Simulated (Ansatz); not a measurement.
**LiCN (Pnma) (72 atoms): repeated cells from small to large**

Wanted: cost and convergence against size for LiCN (Pnma) (72 atoms).

Calculated with Ansatz 0.2.0; Kohn-Sham DFT, PBE, PAW (set soft_2), plane waves.

## 1. Set-up

The cell holds 72 atoms: 24 Li, 24 C and 24 N. Cell: a = 8.730 Å, b = 11.190 Å, c = 13.040 Å, α = 90.0°, β = 90.0°, γ = 90.0°. It derives from LiCN (Pnma), repeated 1×3×2. LiCN, space group Pnma, structure from the Crystallography Open Database, 1 x 3 x 2 conventional cells; every coordinate displaced by a Gaussian of 0.06 Å.

As a file:

```cif
data_structure
_symmetry_space_group_name_H-M 'P 1'
_symmetry_Int_Tables_number 1
_cell_length_a 8.7300
_cell_length_b 11.1900
_cell_length_c 13.0400
_cell_angle_alpha 90.000
_cell_angle_beta 90.000
_cell_angle_gamma 90.000
_cell_volume 1273.86
loop_
_atom_site_label
_atom_site_type_symbol
_atom_site_fract_x
_atom_site_fract_y
_atom_site_fract_z
_atom_site_occupancy
Li1 Li 0.37610 0.08923 0.23643 1
Li2 Li 0.12967 0.24975 0.48103 1
Li3 Li 0.64617 0.24452 0.26516 1
Li4 Li 0.87110 0.08413 0.01852 1
C5 C 0.19391 0.09395 0.12805 1
C6 C 0.31324 0.25955 0.37846 1
C7 C 0.82382 0.24474 0.36783 1
C8 C 0.68492 0.08621 0.11372 1
N9 N 0.08708 0.08778 0.07747 1
N10 N 0.40008 0.24683 0.32004 1
N11 N 0.90852 0.24722 0.42508 1
N12 N 0.58892 0.08030 0.18458 1
Li13 Li 0.36696 0.07837 0.73445 1
Li14 Li 0.12942 0.24718 0.98532 1
Li15 Li 0.62680 0.25937 0.76479 1
Li16 Li 0.86999 0.08314 0.51534 1
C17 C 0.18700 0.07634 0.62857 1
C18 C 0.30355 0.24340 0.87299 1
C19 C 0.81360 0.24631 0.87101 1
C20 C 0.68699 0.08610 0.61392 1
N21 N 0.08534 0.07884 0.57485 1
N22 N 0.40322 0.24062 0.83013 1
N23 N 0.90582 0.24209 0.93489 1
N24 N 0.59575 0.07435 0.68459 1
Li25 Li 0.37056 0.41936 0.22670 1
Li26 Li 0.12378 0.58334 0.48609 1
Li27 Li 0.62929 0.58487 0.26217 1
Li28 Li 0.87439 0.41739 0.01458 1
C29 C 0.19117 0.40686 0.13216 1
C30 C 0.30676 0.58693 0.38299 1
C31 C 0.79910 0.57761 0.37401 1
C32 C 0.68942 0.41999 0.11403 1
N33 N 0.09330 0.41506 0.07464 1
N34 N 0.40029 0.58364 0.32258 1
N35 N 0.91071 0.58751 0.42742 1
N36 N 0.59850 0.41470 0.18695 1
Li37 Li 0.38902 0.41159 0.74046 1
Li38 Li 0.12768 0.57897 0.97867 1
Li39 Li 0.62303 0.56981 0.76717 1
Li40 Li 0.87867 0.40212 0.51179 1
C41 C 0.19979 0.41168 0.63135 1
C42 C 0.30607 0.58363 0.87734 1
C43 C 0.80704 0.58935 0.86717 1
C44 C 0.68788 0.41224 0.63072 1
N45 N 0.10406 0.41346 0.57219 1
N46 N 0.39206 0.58644 0.81396 1
N47 N 0.89178 0.58062 0.93561 1
N48 N 0.59531 0.42001 0.67923 1
Li49 Li 0.38162 0.75080 0.23542 1
Li50 Li 0.12838 0.91344 0.48770 1
Li51 Li 0.62388 0.91855 0.26270 1
Li52 Li 0.87725 0.75080 0.01104 1
C53 C 0.18733 0.74324 0.13249 1
C54 C 0.31613 0.91919 0.37404 1
C55 C 0.80903 0.92612 0.37213 1
C56 C 0.70144 0.75471 0.12156 1
N57 N 0.09542 0.74994 0.07349 1
N58 N 0.42986 0.92619 0.32544 1
N59 N 0.91192 0.91881 0.42926 1
N60 N 0.59683 0.75248 0.18179 1
Li61 Li 0.37466 0.73928 0.73687 1
Li62 Li 0.12998 0.91760 0.98886 1
Li63 Li 0.63365 0.91941 0.77063 1
Li64 Li 0.88478 0.75039 0.51196 1
C65 C 0.19139 0.75150 0.63580 1
C66 C 0.31343 0.92001 0.86607 1
C67 C 0.81661 0.91922 0.86855 1
C68 C 0.69787 0.75516 0.62358 1
N69 N 0.09626 0.75454 0.57084 1
N70 N 0.40197 0.92532 0.82030 1
N71 N 0.91203 0.92294 0.93215 1
N72 N 0.59733 0.74874 0.68488 1
```

## 2. Plane waves, typed cell on a dense mesh

The typed cell on a k-mesh is the yardstick: it samples like Γ on the cell repeated as often as the mesh has points along each axis. Its own convergence isn't tested.

Contents of input.yaml:

```yaml
crystal:
  lattice:
    - [8.73, 0.0, 0.0]
    - [0.0, 11.19, 0.0]
    - [0.0, 0.0, 13.04]
  atoms:
    - { symbol: Li, position: [0.3761, 0.08923, 0.23643] }
    - { symbol: Li, position: [0.12967, 0.24975, 0.48103] }
    - { symbol: Li, position: [0.64617, 0.24452, 0.26516] }
    - { symbol: Li, position: [0.8711, 0.08413, 0.01852] }
    [... 62 atom lines left out ...]
    - { symbol: C, position: [0.81661, 0.91922, 0.86855] }
    - { symbol: C, position: [0.69787, 0.75516, 0.62358] }
    - { symbol: "N", position: [0.09626, 0.75454, 0.57084] }
    - { symbol: "N", position: [0.40197, 0.92532, 0.8203] }
    - { symbol: "N", position: [0.91203, 0.92294, 0.93215] }
    - { symbol: "N", position: [0.59733, 0.74874, 0.68488] }
kpoints:
  mp_grid: { grid: [4, 3, 3] }
hamiltonian:
  xc: pbe
scf:
  occupations: { method: fermi_dirac, width: 0.025 }
output:
  forces: true
  stress: true
  populations: true
  dos:
    method: { smearing: { sigma: 0.1 } }
    de: 0.1
    projected: { site_lists: { C: [C], Li: [Li], "N": ["N"] } }
  eigenvalues: true
```

On the command line:

```
> ansatz run input.yaml --threads 32 --pin off --max-ram 143360MiB --backend cuda --events-out ev --progress --plain --runs-dir out
```

Numbers of over 12 decimals in the logs are rounded to 6 here.

What it wrote:

```text
Engine: ansatz 0.2.0, aarch64-unknown-linux-gnu
Pseudopotentials: kind: paw
Pseudopotential: Li, paw, valence charge 3, recommended cutoff 420 eV (normal), Li.paw.azcp
Pseudopotential: C, paw, valence charge 4, recommended cutoff 420 eV (normal), C.paw.azcp
Pseudopotential: N, paw, valence charge 5, recommended cutoff 420 eV (normal), N.paw.azcp
[... 5 lines on functional and potentials left out ...]
device memory: the entry about to start is reckoned to put 49.4 GiB on a device that reports 182.5 GiB free
GPU FFT provider: cuFFT
GPU libraries: cuBLAS 13.8.1, cuFFT 12.4.0, cuSOLVER 12.3.2
GPU matrix products: emulated (plane waves: as basis.precision tells), large ones in fixed point in workspaces of 1.00 GiB
Crystal: 72 atoms, lattice volume = 1273.861 Å³
Basis set: ecut = 420 eV, 24915 PW (Γ), exchange–correlation on 120×150×180 points (8 copies of the dense FFT grid, shifted against one another)
Bands: 216, of which v1, the nominal top of the filled ones, is band 144 counted from 1 (143 counted from 0)
Symmetry: 1 space group operations
Space group: P1 (ITA 1), of the structure as read, at distance tolerance 1.1e-4 Å
k-points: 19 of 36 (time reversal used)
[... 7 lines on functional and potentials left out ...]
Initial density: superposition of atomic densities (neutral atoms: chi_scale 0, normalization atom), corrected by the library's trained network
Initial wavefunctions: pseudopotential atomic-orbital guess
GPU buffer pool allocated for 405000 grid points (all kernels)
GPU transforms: local potential and band sums: pruned to the plane-wave sphere, on 60×75×90
Functional: x = pbe(κ = 0.804, μ = 0.219515), c = pbe(β = 0.066725)
SCF iter   1: F=—  HF=-20159.917695 eV  |F-HF|=—  |Δ(HF+E_count)|=         —  Δρ=2.12e-3  dr2=9.05e-2  ethr=1.77e-3  ⟨swp⟩=6.0  Hψ=17307  notcnv=0  defer=456
preconditioner: auto → Resta (q_TF=auto, 2.129 Å⁻¹)  ε∞=2.7  [insulator: Δε(μ)=5.452 eV  Ē_g=12.396 eV  σ=0.025 eV  W_gap=1.00  n_scr=206 (ndim 8)  ℏωp=16.1 eV  f_vac=0.220  D(μ)=0.00/eV (n_scr^D=0)  ε∞_Penn≈2.7]
SCF iter   2: F=—  HF=-20160.007667 eV  |F-HF|=—  |Δ(HF+E_count)|=   9.00e-2  Δρ=1.07e-3  dr2=2.25e-2  ethr=3.14e-5  ⟨swp⟩=2.0  Hψ=7147  notcnv=0  defer=1232
SCF iter   3: F=—  HF=-20160.033772 eV  |F-HF|=—  |Δ(HF+E_count)|=   2.61e-2  Δρ=6.54e-4  dr2=9.61e-3  ethr=7.83e-6  ⟨swp⟩=2.4  Hψ=5295  notcnv=0  defer=1232
SCF iter   4: F=—  HF=-20160.036313 eV  |F-HF|=—  |Δ(HF+E_count)|=   2.54e-3  Δρ=3.16e-4  dr2=2.07e-3  ethr=3.34e-6  ⟨swp⟩=2.2  Hψ=4893  notcnv=0  defer=1232
SCF iter   5: F=—  HF=-20160.035967 eV  |F-HF|=—  |Δ(HF+E_count)|=   3.45e-4  Δρ=1.78e-4  dr2=5.33e-4  ethr=7.19e-7  ⟨swp⟩=2.0  Hψ=5133  notcnv=0  defer=1232
SCF iter   6: F=—  HF=-20160.036001 eV  |F-HF|=—  |Δ(HF+E_count)|=   3.39e-5  Δρ=5.63e-5  dr2=4.96e-5  ethr=1.85e-7  ⟨swp⟩=2.0  Hψ=5152  notcnv=0  defer=1232
SCF iter   7: F=—  HF=-20160.036473 eV  |F-HF|=—  |Δ(HF+E_count)|=   4.72e-4  Δρ=3.67e-5  dr2=2.12e-5  ethr=1.72e-8  ⟨swp⟩=2.0  Hψ=6365  notcnv=0  defer=1232
SCF iter   8: F=—  HF=-20160.036475 eV  |F-HF|=—  |Δ(HF+E_count)|=   1.84e-6  Δρ=8.27e-6  dr2=1.04e-6  ethr=7.35e-9  ⟨swp⟩=2.0  Hψ=5133  notcnv=0  defer=1232
SCF iter   9: F=—  HF=-20160.036476 eV  |F-HF|=—  |Δ(HF+E_count)|=   1.23e-6  Δρ=6.70e-6  dr2=6.88e-7  ethr=3.62e-10  ⟨swp⟩=2.0  Hψ=5133  notcnv=0  defer=1232
SCF iter  10: F=-20160.036476 eV  HF=-20160.036476 eV  |F-HF|=2.07e-8  |Δ(HF+E_count)|=   1.45e-8  Δρ=1.43e-6  dr2=3.13e-8  ethr=3.47e-11  ⟨swp⟩=12.8  Hψ=23997  notcnv=0
SCF 1 converged in 10 iterations: F = -20160.036476 eV  dr2 = 3.13e-8
  greatest PAW one-centre occupation: 1.000 electrons in one spin orbital (limit 2), on the Li atom at site 50 (counted from 0), in its partial waves of l = 0
SCF converged after 10 iterations
Free energy (F): -20160.036476 eV
Harris-Foulkes:  -20160.036476 eV  (|F-HF|=2.07e-8)
Internal energy: -20160.036476 eV  (E = F + TS)
E sigma→0 (E₀):  -20160.036476 eV
Fermi energy:    0.312006 eV
--- Per-component energies (eV) ---
  E_band       = -3845.439013
  E_kinetic    = 5710.092947
  E_local      = -18789.534265  (includes V_loc(G=0)·N_el)
  E_nonlocal   = 1057.828633
  E_hartree    = 6313.550400
  E_xc         = -2799.908600
  E_vxc        = -3512.516716  (∫ρ·V_xc dr)
  E_paw        = -5953.762807  (= ΣΔE_a)
  E_vpaw       = -938.412530  (= ΣTr[D̂ρ^β])
  E_aug_tail   = 0.002888  (compensation charges beyond the density's cutoff)
  E_ewald      = -5698.305672
  E_smearing   = -0.000000  (= −TS)
  E_closure    = -0.000000  (closes the sum)
  Σ components = -20160.036476   (vs F -20160.036476, Δ=0.00e0)
--- Forces (eV/Å), atoms counted from 1 ---
[... 72 lines of forces left out ...]
  max |Σ_I F_I| component: 4.13e-5 eV/Å
--- Stress (GPa, compression-positive) ---
       10.935097      -0.418200      -2.315686
       -0.418199       0.261493       0.154391
       -2.315686       0.154391       7.233419
  P = ⅓ Tr σ = 6.1433 GPa (61.433 kbar)
--- Band table (eV; the first three rows and the last of 19) ---
--- Löwdin populations: 72 sites ---
  site symbol       q [e]
[... 72 lines, one an atom, left out ...]
  spilling = 0.010085 (of n_electrons = 288.000000)
```

Elapsed: 4.2 s, on 1 × NVIDIA GB200 with 32 threads of Arm Neoverse V2, shared host; peak memory 3.1 GiB; 38 s of CPU time.

That memory is the host's; the program planned up to 49.4 GiB on the GPU. Forces of this run were stored rounded, and per-atom blocks of the log weren't kept.

Read from the output:

```yaml
free_energy: -20160.0365 eV
free_energy_per_atom: -280.0005 eV/atom
scf_cycles: 10
pressure: 6.143 GPa
r_m_s_force_component: 5.815 eV/Å
longest_force: 40.34 eV/Å
fermi_energy: 0.312 eV
spacing_of_highest_filled_and_lowest_empty_level: 5.146 eV
spilling_of_the_projection: 0.01009
```

The r.m.s. force component of 5.8 eV/Å sets the scale for the differences below.

## 3. Plane waves, 72 atoms

The typed cell is solved at Γ alone, the coarsest sampling of the series.

input.yaml, the sections that differ from step 2:

```yaml
kpoints:
  mp_grid: { grid: [1, 1, 1] }
output:
  forces: true
# crystal, hamiltonian, scf: as in step 2
```

It took 1.5 s on 1 × NVIDIA GB200 with 32 threads; peak memory 1.2 GiB.

That memory is the host's; the program planned up to 3.2 GiB on the GPU.

It converged in 9 SCF cycles; the log is left out.

The energy lies 0.391 meV/atom below the dense-mesh reference.

## 4. Support functions, 72 atoms

The typed cell is solved at Γ alone, now in support functions.

This step: Kohn-Sham DFT, PBE, PAW (set soft_2), localised support functions (medium) (Ansatz 0.2.0).

input.yaml: that of step 3 with these lines changed.

```diff
@@ -13,2 +13,4 @@
   occupations: { method: fermi_dirac, width: 0.025 }
+  eigensolver: { kind: { support_functions: { accuracy: medium } } }
+  max_iter: 150
 output:
```

What it wrote:

```text
Warning: scf.eigensolver.kind.support_functions: disabling space-group detection — the functions' gradient is summed over unrotated k-points, so no spatial operation reduces the k-mesh or symmetrises the density; time reversal is kept, so that k and −k are solved as one point where they differ and the mesh holds both, and exact exchange and, on two spinor components, a DFT+U term hold to it where the run has them: [...]
settings of this run that can trade accuracy for cost: scf.eigensolver.kind.support_functions [...]
[...]
GPU FFT provider: cuFFT
GPU libraries: cuBLAS 13.8.1, cuFFT 12.4.0, cuSOLVER 12.3.2
[...]
Crystal: 72 atoms, lattice volume = 1273.861 Å³
Basis set: ecut = 420 eV, 24915 PW (Γ), exchange–correlation on 128×150×192 points (8 copies of the dense FFT grid, shifted against one another)
Bands: 173, of which v1, the nominal top of the filled ones, is band 144 counted from 1 (143 counted from 0)
Symmetry: 1 space group operations
k-points: 1
[...]
GPU buffer pool allocated for 460800 grid points (all kernels)
Eigensolver: Support functions (medium, 48×54×72 points, laid for a spacing of at most 0.212739 Å, radius 3.902501 Å, 14 sites without an atom, 2 species' potentials softened for the grid, 3 wholly corrected for its errors in the mean over positions, 3 with the egg-box correction, energy correction by exact trace)
[...]
SCF iter   1: F=—  HF=-20166.721343 eV  |F-HF|=—  |Δ(HF+E_count)|=         —  Δρ=7.78e-2  dr2=7.21e1  ethr=1.00e-1
[...]
SCF iter  14: F=—  HF=-20160.312020 eV  |F-HF|=—  |Δ(HF+E_count)|=   9.12e-5  Δρ=9.68e-6  dr2=4.10e-6  ethr=2.87e-9  κ⁻¹=2.0e-4(r=7)
SCF iter  15: F=-20160.312019 eV  HF=-20160.312019 eV  |F-HF|=2.23e-7  |Δ(HF+E_count)|=   1.08e-6  Δρ=4.68e-6  dr2=1.04e-6  ethr=1.42e-9
SCF 1 converged in 15 iterations: F = -20160.313111 eV  dr2 = 1.04e-6
[...]
SCF converged after 15 iterations
Stability not checked: this state was not tested for a lower state beside it, because the mixer in use, unlike msr1, does not test its closes by its own steps (another_mixer; see scf.mixing.algorithm and scf.lower_state_search)
Free energy (F): -20160.313111 eV
[...]
Internal energy: -20160.313111 eV  (E = F + TS)
E sigma→0 (E₀):  -20160.313111 eV
Fermi energy:    0.306845 eV
[...]
Σ components = -20160.313111   (vs F -20160.313111, Δ=0.00e0)
--- Forces (eV/Å), atoms counted from 1 ---
[... 72 lines of forces left out ...]
  max |Σ_I F_I| component: 4.75e-4 eV/Å
--- Band table (eV) ---
[... left out ...]
  guard bands above this table: 21 of the run's 173 bands (output.publish_guard_bands: true publishes all)
```

Wall time 2.3 s (1 × NVIDIA GB200 with 32 threads); peak memory 1.1 GiB; 11 s of CPU time.

That memory is the host's; the program planned up to 2.9 GiB on the GPU.

The program notes that the band table was not solved further than the SCF left it and it switched symmetry off.

The energy lies 3.84 meV/atom below the dense-mesh reference, and 3.5 meV/atom below plane waves of the same size, an offset between the two bases that leaves the sampling error alike.

## 5. Plane waves, 144 atoms

The cell is repeated and solved at Γ in plane waves, whose cost grows towards the cube of the size.

This step: Kohn-Sham DFT, PBE, PAW (set soft_2), plane waves (Ansatz 0.2.0).

input.yaml, the sections that differ from step 4:

```yaml
crystal:
  lattice:
    - [8.73, 0.0, 0.0]
    - [0.0, 11.19, 0.0]
    - [0.0, 0.0, 13.04]
  atoms:
    [... the 72 atom lines of step 2 ...]
  supercell: [2, 1, 1]
scf:
  occupations: { method: fermi_dirac, width: 0.025 }
# kpoints, hamiltonian, output: as in step 4
```

Wall time 1.8 s (1 × NVIDIA GB200 with 32 threads); peak memory 1.5 GiB.

That memory is the host's; the program planned up to 5.5 GiB on the GPU.

The program repeats the typed cell 2×1×1 times, 144 atoms in all; totals in the log are those of the whole repeated cell, and force differences are taken after averaging over the copies of each atom.

It converged in 10 SCF cycles; the log is left out.

The energy lies 0.105 meV/atom above the dense-mesh reference.

## 6. Support functions, 144 atoms

The repeated cell is solved at Γ in support functions.

This step: Kohn-Sham DFT, PBE, PAW (set soft_2), localised support functions (medium) (Ansatz 0.2.0).

input.yaml: that of step 5 with these lines changed.

```diff
@@ -14,2 +14,4 @@
   occupations: { method: fermi_dirac, width: 0.025 }
+  eigensolver: { kind: { support_functions: { accuracy: medium } } }
+  max_iter: 150
 output:
```

What it wrote:

```text
[...]
GPU FFT provider: cuFFT
GPU libraries: cuBLAS 13.8.1, cuFFT 12.4.0, cuSOLVER 12.3.2
[...]
Crystal: 144 atoms, lattice volume = 2547.721 Å³
Basis set: ecut = 420 eV, 49773 PW (Γ), exchange–correlation on 240×150×192 points (8 copies of the dense FFT grid, shifted against one another)
Bands: 346, of which v1, the nominal top of the filled ones, is band 288 counted from 1 (287 counted from 0)
Symmetry: 1 space group operations
k-points: 1
[...]
GPU buffer pool allocated for 864000 grid points (all kernels)
[...]
SCF iter   1: F=—  HF=-40333.293157 eV  |F-HF|=—  |Δ(HF+E_count)|=         —  Δρ=7.78e-2  dr2=1.44e2  ethr=1.00e-1
[...]
SCF iter  14: F=—  HF=-40320.554469 eV  |F-HF|=—  |Δ(HF+E_count)|=   3.23e-4  Δρ=9.70e-6  dr2=8.00e-6  ethr=2.84e-9  κ⁻¹=1.9e-4(r=7)
SCF iter  15: F=-40320.554467 eV  HF=-40320.554467 eV  |F-HF|=2.99e-7  |Δ(HF+E_count)|=   2.10e-6  Δρ=4.48e-6  dr2=2.01e-6  ethr=1.39e-9
SCF 1 converged in 15 iterations: F = -40320.558850 eV  dr2 = 2.01e-6
[...]
SCF converged after 15 iterations
[...]
Free energy (F): -40320.558850 eV
[...]
Internal energy: -40320.558850 eV  (E = F + TS)
E sigma→0 (E₀):  -40320.558850 eV
Fermi energy:    0.323761 eV
[...]
Σ components = -40320.558850   (vs F -40320.558850, Δ=0.00e0)
--- Forces (eV/Å), atoms counted from 1 ---
  atom   1  Li    -0.09234919     0.02106894     0.05838330
  atom   2  Li     0.04637394     0.00473968     0.14703623
  atom   3  Li    -0.50758291     0.04131074    -0.09293808
  atom   4  Li     0.28507791    -0.03600288    -0.19051838
  atom   5  C      2.88903483     0.04325704     2.16788469
  atom   6  C     -8.98393406     1.46806511     8.90095466
  [... forces on the other 138 atoms ...]
  max |Σ_I F_I| component: 1.14e-3 eV/Å
--- Band table (eV) ---
[... left out ...]
[...]
```

Elapsed: 3.4 s, on 1 × NVIDIA GB200 with 32 threads; peak memory 1.3 GiB.

That memory is the host's; the program planned up to 4.8 GiB on the GPU.

The program repeats the typed cell 2×1×1 times, 144 atoms in all; totals in the log are those of the whole repeated cell, and force differences are taken after averaging over the copies of each atom.

The energy lies 3.37 meV/atom below the dense-mesh reference, and 3.5 meV/atom below plane waves of the same size, an offset between the two bases that leaves the sampling error alike.

## 7. Plane waves, 864 atoms

The cell is repeated and solved at Γ in plane waves, whose cost grows towards the cube of the size.

This step: Kohn-Sham DFT, PBE, PAW (set soft_2), plane waves (Ansatz 0.2.0).

input.yaml, the sections that differ from step 6:

```yaml
crystal:
  lattice:
    - [8.73, 0.0, 0.0]
    - [0.0, 11.19, 0.0]
    - [0.0, 0.0, 13.04]
  atoms:
    [... the 72 atom lines of step 2 ...]
  supercell: [3, 2, 2]
scf:
  occupations: { method: fermi_dirac, width: 0.025 }
# kpoints, hamiltonian, output: as in step 6
```

Elapsed: 10 s, on 1 × NVIDIA GB200 with 32 threads; peak memory 2.9 GiB.

That memory is the host's; the program planned up to 84.6 GiB on the GPU.

The program repeats the typed cell 3×2×2 times, 864 atoms in all; totals in the log are those of the whole repeated cell, and force differences are taken after averaging over the copies of each atom.

It converged in 10 SCF cycles; the log is left out.

The energy lies 0.0203 meV/atom below the dense-mesh reference.

## 8. Support functions, 864 atoms

The repeated cell is solved at Γ in support functions.

This step: Kohn-Sham DFT, PBE, PAW (set soft_2), localised support functions (medium) (Ansatz 0.2.0).

input.yaml: that of step 7 with these lines changed.

```diff
@@ -14,2 +14,4 @@
   occupations: { method: fermi_dirac, width: 0.025 }
+  eigensolver: { kind: { support_functions: { accuracy: medium } } }
+  max_iter: 150
 output:
```

It took 13 s on 1 × NVIDIA GB200 with 32 threads; peak memory 3.5 GiB.

That memory is the host's; the program planned up to 20.6 GiB on the GPU.

The program repeats the typed cell 3×2×2 times, 864 atoms in all; totals in the log are those of the whole repeated cell, and force differences are taken after averaging over the copies of each atom.

It converged in 16 SCF cycles; the log is left out.

The energy lies 3.48 meV/atom below the dense-mesh reference, and 3.5 meV/atom below plane waves of the same size, an offset between the two bases that leaves the sampling error alike.

(Continued in part 2 of 2.)

[Logs are printed without paths, hosts, clocks, repeated set-up lines and the standing remarks that a program may print on its own settings, such as how far it seeks lower states.]

[Hosts, paths, dates, database ids (printed as entryN), source tags and the programs' standing remarks are cut or masked in the printed files.]
